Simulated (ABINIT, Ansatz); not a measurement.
## ScHO2 (P6_3/mmc): G0W0 on several meshes in ABINIT

Wanted: mesh dependence and cost of G0W0 for ScHO2 (P6_3/mmc).

Program: ABINIT 10.8.3. Level of theory: PBEsol and many-body steps on it, plane waves. Results are calculated unless marked as measured.

Most raw output is cut from this account.

## 1. The structure

The structure is hexagonal, space group P6_3/mmc (No. 194). The conventional cell has a = 3.234 Å, b = 3.234 Å, c = 9.062 Å, α = 90.00°, β = 90.00°, γ = 120.00°. Sc has 6 O at 2.14 Å nearest. Nearest to H lie 2 O at 1.22 Å. Nearest to O lie 1 H at 1.22 Å and 3 Sc at 2.14 Å. Farther neighbours and most contacts between anions are not listed.

As a file:

```cif
data_structure
_symmetry_space_group_name_H-M 'P 1'
_symmetry_Int_Tables_number 1
_cell_length_a 3.2335
_cell_length_b 3.2335
_cell_length_c 9.0621
_cell_angle_alpha 90.000
_cell_angle_beta 90.000
_cell_angle_gamma 120.000
_cell_volume 82.06
loop_
_atom_site_label
_atom_site_type_symbol
_atom_site_fract_x
_atom_site_fract_y
_atom_site_fract_z
_atom_site_occupancy
Sc1 Sc 0.00000 0.00000 0.50000 1
Sc2 Sc 0.00000 0.00000 0.00000 1
H3 H 0.66667 0.33333 0.75000 1
H4 H 0.33333 0.66667 0.25000 1
O5 O 0.66667 0.33333 0.61559 1
O6 O 0.66667 0.33333 0.88441 1
O7 O 0.33333 0.66667 0.11559 1
O8 O 0.33333 0.66667 0.38441 1
```

The cell and positions are those that the Materials Project relaxed with its own functionals (PBE, PBE+U or r2SCAN), kept fixed.

## 2. Empty states on the mesh, 3×3×1 mesh, 171 bands

This step: ABINIT 10.8.3; DFT, PBEsol, plane waves, norm-conserving pseudopotentials.

The sums over transitions need many empty states on a uniform mesh; this step solves for them.

Input file run.abi:

```
acell 3*1.0 Angstrom
rprim 
  3.233532062406 -0.000000000001 0.000000000000
  -1.616766031202 2.800320909996 0.000000000000
  0.000000000000 0.000000000000 9.062126000000
ntypat 3
znucl 21 1 8
natom 8
typat 1 1 2 2 3 3 3 3
xred 
  0.000000000000 0.000000000000 0.500000000000
  0.000000000000 0.000000000000 0.000000000000
  0.666666666667 0.333333333333 0.750000000000
  0.333333333333 0.666666666667 0.250000000000
  0.666666666667 0.333333333333 0.615588000000
  0.666666666667 0.333333333333 0.884412000000
  0.333333333333 0.666666666667 0.115588000000
  0.333333333333 0.666666666667 0.384412000000
pp_dirpath "pseudos"
pseudos "Sc.upf, H.upf, O.upf"
ecut 36
ngkpt 3 3 1
nshiftk 1
shiftk 0 0 0
kptopt 1
chksymbreak 0
iscf -2
irdden 1
istwfk *1
nband 171
nbdbuf 14
tolwfr 1e-09
nstep 60
prtvol 0
indata_prefix "in"
outdata_prefix "out"
tmpdata_prefix "tmp"
```

Launch:

```bash
$ OMP_NUM_THREADS=1 mpirun -n 4 abinit run.abi > log
```

The job ended after 56 s (4 MPI ranks of Arm Neoverse V1, shared host; peak memory 0.36 GiB).

Numbers from this step:

```
gap                                                           : 4.026 eV
k of the valence top                                          : 0, 0, 0
k of the conduction bottom                                    : 0.3333, 0, 0
least direct gap                                              : 4.082 eV
k points computed                                             : 3
lowest point of the top converged band, above the valence top : 71.7099 eV
```

On this mesh the gap is 4.026 eV.

The density comes from a self-consistent run that is not shown.

## 3. Screening, 3×3×1 mesh, 78 bands, screening to 114.3 eV

The RPA dielectric matrix is built and inverted for each q.

This step: RPA screening on PBEsol, plane waves, norm-conserving pseudopotentials.

Edit run.abi of step 2 so:

```diff
@@ -26,10 +26,11 @@
 chksymbreak 0
-iscf -2
-irdden 1
 istwfk *1
-nband 171
-nbdbuf 14
-tolwfr 1e-09
-nstep 60
-prtvol 0
+occopt 1
+irdwfk 1
+optdriver 3
+nband 78
+ecuteps 4.2
+inclvkb 2
+awtr 1
+symchi 1
 indata_prefix "in"
```

Wall time 12 s (4 MPI ranks); peak memory 0.69 GiB.

Numbers from this step:

```yaml
eps_infinity_with_local_fields_on_this_mesh_along_the_program_s_q_direction: 4.122
the_same_without_local_fields: 4.419
plasma_frequency: 28.40 eV
plane_waves_in_the_screening_matrix: 225
```

Local fields lower ε∞ by 7 %. On a Γ-centred mesh this coarse the value itself is usually too large, while a short band sum pulls it down.

## 4. 3×3×1

The self-energy is evaluated for the states that the input lists, and the levels follow from it, in one-shot runs by the linearised quasiparticle equation.

This step: G0W0 on PBEsol, plane waves, norm-conserving pseudopotentials.

Edit run.abi of step 3 so:

```diff
@@ -29,8 +29,17 @@
 irdwfk 1
-optdriver 3
+optdriver 4
 nband 78
+gwcalctyp 0
+ecutsigx 36
+symsigma 1
+nkptgw 2
+kptgw 
+  0.0000000000 0.0000000000 0.0000000000
+  0.3333333333 0.0000000000 0.0000000000
+bdgw 
+  23 27
+  23 26
 ecuteps 4.2
-inclvkb 2
-awtr 1
-symchi 1
+irdscr 1
+ppmodel 1
 indata_prefix "in"
```

The job ended after 6.5 s (4 MPI ranks; peak memory 0.55 GiB; 26 s of CPU time).

Numbers from this step:

```
G0W0 gap on the points computed              : 6.676 eV
starting gap on the mesh                     : 4.026 eV
k of the valence top                         : 0.3333, 0, 0
k of the conduction bottom                   : 0.3333, 0, 0
Z at the valence top                         : 0.787
Z at the conduction bottom                   : 0.815
least direct G0W0 gap on the computed points : 6.676 eV
```

The gap on the mesh goes from 4.03 eV to 6.68 eV, a correction of +2.65 eV.

## 5. Empty states on the mesh, 3×3×2 mesh, 84 bands

This step: DFT, PBEsol, plane waves, norm-conserving pseudopotentials.

Edit run.abi of step 4 so:

```diff
@@ -21,3 +21,3 @@
 ecut 36
-ngkpt 3 3 1
+ngkpt 3 3 2
 nshiftk 1
@@ -26,20 +26,10 @@
 chksymbreak 0
+iscf -2
+irdden 1
 istwfk *1
-occopt 1
-irdwfk 1
-optdriver 4
-nband 78
-gwcalctyp 0
-ecutsigx 36
-symsigma 1
-nkptgw 2
-kptgw 
-  0.0000000000 0.0000000000 0.0000000000
-  0.3333333333 0.0000000000 0.0000000000
-bdgw 
-  23 27
-  23 26
-ecuteps 4.2
-irdscr 1
-ppmodel 1
+nband 84
+nbdbuf 6
+tolwfr 1e-09
+nstep 60
+prtvol 0
 indata_prefix "in"
```

The job ended after 36 s (4 MPI ranks; peak memory 0.33 GiB; 2.4 min of CPU time).

This step gave:

- gap: 4.026 eV
- k of the valence top: 0, 0, 0
- k of the conduction bottom: 0.3333, 0, 0
- least direct gap: 4.082 eV
- k points computed: 6
- lowest point of the top converged band, above the valence top: 35.47 eV

On this mesh the gap is 4.026 eV.

## 6. Screening, 3×3×2 mesh, 78 bands, screening to 114.3 eV

This step: RPA screening on PBEsol, plane waves, norm-conserving pseudopotentials.

Edit run.abi of step 5 so:

```diff
@@ -26,10 +26,11 @@
 chksymbreak 0
-iscf -2
-irdden 1
 istwfk *1
-nband 84
-nbdbuf 6
-tolwfr 1e-09
-nstep 60
-prtvol 0
+occopt 1
+irdwfk 1
+optdriver 3
+nband 78
+ecuteps 4.2
+inclvkb 2
+awtr 1
+symchi 1
 indata_prefix "in"
```

Elapsed: 21 s, on 4 MPI ranks; peak memory 0.88 GiB.

Numbers from this step:

```yaml
eps_infinity_with_local_fields_on_this_mesh_along_the_program_s_q_direction: 4.110
the_same_without_local_fields: 4.405
plasma_frequency: 28.40 eV
plane_waves_in_the_screening_matrix: 225
```

## 7. 3×3×2

This step: G0W0 on PBEsol, plane waves, norm-conserving pseudopotentials.

Edit run.abi of step 6 so:

```diff
@@ -29,8 +29,17 @@
 irdwfk 1
-optdriver 3
+optdriver 4
 nband 78
+gwcalctyp 0
+ecutsigx 36
+symsigma 1
+nkptgw 2
+kptgw 
+  0.0000000000 0.0000000000 0.0000000000
+  0.3333333333 0.0000000000 0.0000000000
+bdgw 
+  23 27
+  23 26
 ecuteps 4.2
-inclvkb 2
-awtr 1
-symchi 1
+irdscr 1
+ppmodel 1
 indata_prefix "in"
```

Elapsed: 8.6 s, on 4 MPI ranks; peak memory 0.76 GiB.

Numbers from this step:

```
G0W0 gap on the points computed              : 6.549 eV
starting gap on the mesh                     : 4.026 eV
k of the valence top                         : 0.3333, 0, 0
k of the conduction bottom                   : 0.3333, 0, 0
Z at the valence top                         : 0.799
Z at the conduction bottom                   : 0.824
least direct G0W0 gap on the computed points : 6.549 eV
```

Against G0W0 in ABINIT (3×3×1 mesh, 78 bands, screening to 114.3 eV, Godby-Needs plasmon pole), the gap moves by −0.127 eV.

## 8. Side by side

Times are wall times on 4 MPI ranks of Arm Neoverse V1, shared host, good to a factor of about two. A run's time includes the screening step that it read.

```csv
run,mesh,bands,screening cutoff (eV),DFT gap (eV),gap on the mesh (eV),direct (eV),ε∞ used,time
3×3×1,3×3×1,78,114.3,4.026,6.676,6.676,4.12,18 s
3×3×2,3×3×2,78,114.3,4.026,6.549,6.549,4.11,30 s
```

## 9. Results

| Item | Value |
| --- | --- |
| 3×3×1 | 6.676 eV |
| 3×3×2 | 6.549 eV |
| known limits | not at the basis limit; coarse k mesh |

3×3×2: −0.127 eV against 3×3×1. Bands and cutoff are finite, so the gap is not at the basis limit. The miss can reach some tenths of an eV and take either sign; the mesh is an error of its own. In the G0W0 runs levels were corrected at 2 k points alone, so a gap called «on the mesh» is the least over those, and an edge elsewhere would be missed. A denser mesh or path gives a starting gap of 3.69 eV: the GW mesh misses a band edge, so its gaps are not the fundamental one. The 3×3×1 mesh is coarse for this cell, which bears on the long-range parts of exchange and screening.

[Paths, hosts, dates, memory and timing lines, banners, echoed tables and standing remarks are left out of the program output.]

[Logs are printed without paths, hosts, clocks, repeated set-up lines and the standing remarks that a program may print on its own settings, such as how far it seeks lower states.]

[Runs of the session that timed out or met a known fault of the program may be left out.]

[Hosts, paths, dates, database ids (printed as entryN), source tags and the programs' standing remarks are cut or masked in the printed files.]

[G0W0 gaps are taken among the corrected bands and points alone; a level outside them can change the order at an edge.]

[Where Ansatz stands beside ABINIT at settings called matched, ABINIT's density can come from a denser mesh and the files from another edition; pairs whose starting gaps differed by over 0.03 eV were left out, so agreement reads better than it is.]
